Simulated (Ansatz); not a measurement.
Planning a GW calculation on CdS (Hawleyite).

```
Cd S
1.0
     0.00000    2.91650    2.91650
     2.91650    0.00000    2.91650
     2.91650    2.91650    0.00000
Cd S
1 1
Direct
  0.00000 0.00000 0.00000
  0.25000 0.25000 0.25000
```

The cell and positions come from the Crystallography Open Database and are kept as given unless a step says otherwise.

Runs so far (Ansatz 0.2.0, start PBE, PAW set soft_1 files, 4×4×4 mesh). Times are wall times on 1 × NVIDIA H100 80GB HBM3 (shared by 6 runs) with 3 threads of AMD EPYC 7R13 (Zen 3), shared host, good to a factor of about two.

```csv
bands summed,cutoff (eV),gap on the mesh (eV),time
65,60,1.735,12 s
161,120,1.813,12 s
```

Question: What should the next rung give, with 331 bands and screening to 200 eV, and where is the limit?

The error falls about as one over the bands when the cutoff rises with them. A line through the two highest rungs given predicts 1.840 eV; the run gave 1.848 eV, close to it. The two highest rungs put the limit near 1.881 eV, the pair below near 1.865 eV; their difference is a rough measure of what is unsettled in bands and cutoff; the mesh is a separate error.

Gaps are over the mesh's points; an edge off the mesh would be missed. Limits: not at the basis limit; no spin-orbit coupling; coarse k mesh.

[Paths, hosts, dates, memory and timing lines, banners, echoed tables and standing remarks are left out of the program output.]

[Logs are printed without paths, hosts, clocks, repeated set-up lines and the standing remarks that a program may print on its own settings, such as how far it seeks lower states.]

[Runs of the session that timed out or met a known fault of the program may be left out.]

[Cells called generated may have been cut or substituted from an entry of the Crystallography Open Database or the Materials Project.]

[Hosts, paths, dates, database ids (printed as entryN), source tags and the programs' standing remarks are cut or masked in the printed files.]
